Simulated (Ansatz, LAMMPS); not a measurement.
# What went wrong? Na+ TFSI- in gamma-butyrolactone and tetrahydrofuran at 400 K (107 atoms)

Program: Ansatz 0.2.0. The cell: 2 N, 4 S, 17 O, 28 C, 12 F, 42 H and 2 Na.

The input, input.yaml:

```yaml
crystal:
  lattice:
    - [10.90761, 0.0, 0.0]
    - [0.0, 10.90761, 0.0]
    - [0.0, 0.0, 10.90761]
  atoms:
    - { symbol: "N", position: [0.20108, 0.07906, 0.25556] }
    - { symbol: S, position: [0.16024, 0.18083, 0.15617] }
    - { symbol: O, position: [0.20386, 0.16281, 0.02994] }
    - { symbol: O, position: [0.15468, 0.30182, 0.21116] }
    - { symbol: C, position: [0.99631, 0.14767, 0.15049] }
    - { symbol: F, position: [0.9662, 0.09673, 0.03536] }
    - { symbol: F, position: [0.92011, 0.23994, 0.1697] }
    - { symbol: F, position: [0.96794, 0.06207, 0.24238] }
    - { symbol: S, position: [0.20999, 0.94561, 0.19724] }
    - { symbol: O, position: [0.1829, 0.84946, 0.28477] }
    - { symbol: O, position: [0.17041, 0.92701, 0.07546] }
    - { symbol: C, position: [0.37576, 0.95703, 0.18178] }
    - { symbol: F, position: [0.41219, 0.8891, 0.08681] }
    - { symbol: F, position: [0.41674, 0.07132, 0.1551] }
    - { symbol: F, position: [0.44073, 0.92359, 0.28633] }
    - { symbol: "N", position: [0.06291, 0.42863, 0.65756] }
    - { symbol: S, position: [0.14502, 0.35008, 0.574] }
    - { symbol: O, position: [0.23057, 0.42089, 0.49444] }
    [... 83 atom lines left out ...]
    - { symbol: H, position: [0.5965, 0.58529, 0.74415] }
    - { symbol: H, position: [0.56716, 0.71954, 0.83122] }
    - { symbol: H, position: [0.37506, 0.68561, 0.87925] }
    - { symbol: H, position: [0.37275, 0.59466, 0.74709] }
    - { symbol: Na, position: [0.16829, 0.67295, 0.38757] }
    - { symbol: Na, position: [0.37215, 0.42616, 0.27586] }
kpoints:
  mp_grid: { grid: [1, 1, 1] }
hamiltonian:
  xc: r2scan
  dispersion: d4
scf:
  occupations: { method: fixed }
  eigensolver: { kind: { support_functions: { accuracy: medium, spacing: 0.6 } } }
  max_iter: 75
output:
  forces: true
```

Started as:

```
$ ansatz run input.yaml --threads 4 --pin off --max-ram 8192MiB --backend cpu --events-out ev --progress --plain --runs-dir out
```

Numbers of over 12 decimals in the logs are rounded to 6 here.

Log:

```text
Warning: scf.eigensolver.kind.support_functions: disabling space-group detection — the functions' gradient is summed over unrotated k-points, so no spatial operation reduces the k-mesh or symmetrises the density; time reversal is kept, so that k and −k are solved as one point where they differ and the mesh holds both, and exact exchange and, on two spinor components, a DFT+U term hold to it where the run has them: [...]
Warning: basis.ecutwfc = 633 eV, auto-derived: no grid that the accuracy of the support functions lays serves the files at the lower one that their records recommend; a deck with other species or settings can derive another value
settings of this run that can trade accuracy for cost: scf.eigensolver.kind.support_functions [...]
Engine: ansatz 0.2.0, x86_64-unknown-linux-gnu
Pseudopotentials: kind: paw
Pseudopotential: N, paw, valence charge 5, recommended cutoff 500 eV (meta_gga), N.paw.azcp
Pseudopotential: S, paw, valence charge 6, recommended cutoff 500 eV (meta_gga), S.paw.azcp
Pseudopotential: O, paw, valence charge 6, recommended cutoff 500 eV (meta_gga), O.paw.azcp
Pseudopotential: C, paw, valence charge 4, recommended cutoff 500 eV (meta_gga), C.paw.azcp
Pseudopotential: F, paw, valence charge 7, recommended cutoff 500 eV (meta_gga), F.paw.azcp
Pseudopotential: H, paw, valence charge 1, recommended cutoff 500 eV (meta_gga), H.paw.azcp
Pseudopotential: Na, paw, valence charge 9, recommended cutoff 500 eV (meta_gga), Na.paw.azcp
Functional definition: r2SCAN
  parameter k0 = 0.174
  parameter k1 = 0.065
  parameter a1 = 4.9479
  exchange = r2scan_x(k0 = k0, k1 = k1, a1 = a1)
  correlation = r2scan_c
Crystal: 107 atoms, lattice volume = 1297.743 Å³
Basis set: ecut = 633 eV, 46897 PW (Γ), exchange–correlation on 270×270×270 points (27 copies of the dense FFT grid, shifted against one another)
Bands: 236, of which v1, the nominal top of the filled ones, is band 196 counted from 1 (195 counted from 0)
Symmetry: 1 space group operations
k-points: 1
Non-local potential: N, projectors of the file, l = 0: 2, l = 1: 2, l = 2: 1
Non-local potential: S, projectors of the file, l = 0: 2, l = 1: 2, l = 2: 2
Non-local potential: O, projectors of the file, l = 0: 2, l = 1: 2, l = 2: 1
Non-local potential: C, projectors of the file, l = 0: 2, l = 1: 2, l = 2: 1
Non-local potential: F, projectors of the file, l = 0: 2, l = 1: 2, l = 2: 1
Non-local potential: H, projectors of the file, l = 0: 2, l = 1: 1
Non-local potential: Na, projectors of the file, l = 0: 3, l = 1: 2, l = 2: 1
PAW form: soft (Blöchl's): semilocal exchange-correlation on the pseudo side does not see the compensation charge
PAW frozen core: N, regenerated for the run's functional (the file was generated under x = pbe(κ = 0.804, μ = 0.219515), c = pbe(β = 0.066725))
PAW frozen core: S, regenerated for the run's functional (the file was generated under x = pbe(κ = 0.804, μ = 0.219515), c = pbe(β = 0.066725))
PAW frozen core: O, regenerated for the run's functional (the file was generated under x = pbe(κ = 0.804, μ = 0.219515), c = pbe(β = 0.066725))
PAW frozen core: C, regenerated for the run's functional (the file was generated under x = pbe(κ = 0.804, μ = 0.219515), c = pbe(β = 0.066725))
PAW frozen core: F, regenerated for the run's functional (the file was generated under x = pbe(κ = 0.804, μ = 0.219515), c = pbe(β = 0.066725))
PAW frozen core: Na, regenerated for the run's functional (the file was generated under x = pbe(κ = 0.804, μ = 0.219515), c = pbe(β = 0.066725))
PAW one-centre angular grid: N, 302 points (default); XC on 160 Gauss nodes
PAW one-centre angular grid: S, 302 points (default); XC on 160 Gauss nodes
PAW one-centre angular grid: O, 302 points (default); XC on 160 Gauss nodes
PAW one-centre angular grid: C, 302 points (default); XC on 239 of its mesh's 2573 points in the sphere
PAW one-centre angular grid: F, 302 points (default); XC on 160 Gauss nodes
[...]
SCF iter   9: F=—  HF=-34152.161627 eV  |F-HF|=—  |Δ(HF+E_count)|=   9.48e-3  Δρ=4.06e-4  dr2=8.94e-3  dr2_τ=2.60e-4  ethr=1.18e-5  κ⁻¹=7.4e-6(r=7)
SCF iter  10: F=—  HF=-34152.167832 eV  |F-HF|=—  |Δ(HF+E_count)|=   6.20e-3  Δρ=2.53e-4  dr2=2.67e-3  dr2_τ=5.56e-5  ethr=2.28e-6  κ⁻¹=1.9e-5(r=7)
SCF iter  11: F=—  HF=-34152.171547 eV  |F-HF|=—  |Δ(HF+E_count)|=   3.72e-3  Δρ=1.21e-4  dr2=7.81e-4  dr2_τ=2.27e-5  ethr=6.81e-7  κ⁻¹=5.3e-5(r=7)
SCF iter  12: F=—  HF=-34152.173675 eV  |F-HF|=—  |Δ(HF+E_count)|=   2.13e-3  Δρ=6.74e-5  dr2=2.08e-4  dr2_τ=3.07e-6  ethr=1.99e-7  κ⁻¹=5.7e-5(r=7)
SCF iter  13: F=—  HF=-34152.175132 eV  |F-HF|=—  |Δ(HF+E_count)|=   1.46e-3  Δρ=3.53e-5  dr2=5.41e-5  dr2_τ=1.41e-6  ethr=5.32e-8  κ⁻¹=3.2e-5(r=7)
SCF iter  14: F=—  HF=-34152.176202 eV  |F-HF|=—  |Δ(HF+E_count)|=   1.07e-3  Δρ=1.87e-5  dr2=1.38e-5  dr2_τ=2.63e-7  ethr=1.38e-8  κ⁻¹=3.5e-5(r=7)
SCF iter  15: F=—  HF=-34152.177040 eV  |F-HF|=—  |Δ(HF+E_count)|=   8.38e-4  Δρ=9.05e-6  dr2=3.01e-6  dr2_τ=9.76e-8  ethr=3.53e-9  κ⁻¹=3.0e-5(r=7)
SCF iter  16: F=-34152.177042 eV  HF=-34152.177041 eV  |F-HF|=5.07e-7  |Δ(HF+E_count)|=   1.62e-6  Δρ=4.46e-6  dr2=9.63e-7  dr2_τ=1.08e-8  ethr=7.67e-10
WARN: dispersion: an atom stands within reach of a switch of its C6 between two reference coordination numbers of its element: through that C6 alone, e_disp changes by 0.025 eV or more while the distances to its neighbours run over a stretch of 0.05 Å that contains this geometry (sites counted from 0 in the run's list of atoms or, [...]
SCF 1 converged in 16 iterations: F = -34152.187268 eV  dr2 = 9.63e-7
[...]
SCF converged after 16 iterations
Stability not checked: this state was not tested for a lower state beside it, because the mixer in use, unlike msr1, does not test its closes by its own steps (another_mixer; see scf.mixing.algorithm and scf.lower_state_search)
Free energy (F): -34152.187268 eV
Harris-Foulkes:  -34152.187267 eV  (|F-HF|=5.07e-7)
Internal energy: -34152.187268 eV  (E = F + TS)
E sigma→0 (E₀):  -34152.187268 eV
Fermi energy:    0.038879 eV
--- Per-component energies (eV) ---
  E_band       = -4169.654155
  E_kinetic    = 10786.845096
  E_local      = -41028.012506  (includes V_loc(G=0)·N_el)
  E_nonlocal   = 1674.863137
  E_softening  = 16.769580  (part of E_nonlocal)
  E_grid_corr  = -155.995962  (part of E_nonlocal)
  E_hartree    = 16043.554230
  E_xc         = -4859.288645
  E_vxc        = -6801.019724  (∫ρ·V_xc dr)
  E_paw        = -10771.038201  (= ΣΔE_a)
  E_vpaw       = -1308.567935  (= ΣTr[D̂ρ^β])
  E_aug_tail   = 0.007477  (compensation charges beyond the density's cutoff)
  E_vtau       = 419.124271  (kinetic-family band-sum trace: ∫τ·v_τ [+ j·A + Jᵃ·Aᵃ] dr)
  E_ewald      = -5994.415823
  E_disp       = -2.527719  (pairwise vdW)
  E_core_change = -2.164089  (= ΣΔE_core)
  E_smearing   = -0.000000  (= −TS)
  E_closure    = -0.000000  (closes the sum)
  E_support_correction = -0.010226  (second-order, or where that is not computed along the SCF)
  E_support_correction_error = 1.4e-7  (of E_support_correction; not in F)
  Σ components = -34152.187268   (vs F -34152.187268, Δ=0.00e0)
--- Forces (eV/Å), atoms counted from 1 ---
  atom   1  N    -14.71928867    -4.55490380     6.03998767
  atom   2  S     -1.14197298     1.91402350    -3.51986440
  atom   3  O    -12.59379915    -8.32991851    -7.80704580
  atom   4  O    -16.31790085     9.04831868     3.71665616
  atom   5  C     -4.57317344    -2.69922173    -2.11998882
  atom   6  F     23.73656639    20.96780832    -7.73000011
  atom   7  F     15.34896656   -21.38110008    10.95893637
  atom   8  F     24.27284079     0.62830879   -19.29574104
  atom   9  S     -0.38957118    -2.08792846    -0.22031959
  atom  10  O      9.96913003     9.39143320   -13.79420547
  atom  11  O     10.21849169    18.77831018    -7.24062855
  atom  12  C      3.85797601     0.13023463     2.43593539
  atom  13  F    -17.22560524    17.99202367    14.95833501
  atom  14  F     -2.20661005   -15.17789588   -25.30361283
[...]
atom 106  Na     5.63345842    16.93431963    17.42834076
  atom 107  Na    -9.52934709    18.56533394   -10.34349253
  max |Σ_I F_I| component: 1.17e2 eV/Å
--- Band table (eV) ---
  k-point 0: bands = ["-54.4707", "-54.2556", "-32.7007", "-32.1276", [... 188 levels ...], "-0.5203", "-0.3168", "-0.2186", "0.0389", "3.8494", "4.2485", "4.2970", "4.6618", "4.8982", "5.0541", "5.1941", "5.2503"]
  guard bands above this table: 32 of the run's 236 bands (output.publish_guard_bands: true publishes all)
settings of this run that can trade accuracy for cost: scf.eigensolver.kind.support_functions [...]
```

The job ended after 48 s (4 threads of Intel Xeon 6975P-C (Granite Rapids), shared host; peak memory 2.9 GiB; 3.1 min of CPU time).

Against a sound run (Kohn-Sham DFT, r2SCAN+D4, PAW (set soft_2), plane waves):

* r.m.s. difference of force components: 7719 meV/Å
* longest difference of force vectors: 33700 meV/Å
* force difference over r.m.s. force: 651.8 %
* energy difference: 2830 meV/atom

Q: Name the fault and the fix.

A grid far too coarse: support_functions.accuracy = "medium" and support_functions.spacing = 0.6.

The fix is to leave the spacing at the level's default.

The run converged all the same, so the exit status doesn't show the fault.

[Logs are printed without paths, hosts, clocks, repeated set-up lines and the standing remarks that a program may print on its own settings, such as how far it seeks lower states.]

[Hosts, paths, dates, database ids (printed as entryN), source tags and the programs' standing remarks are cut or masked in the printed files.]
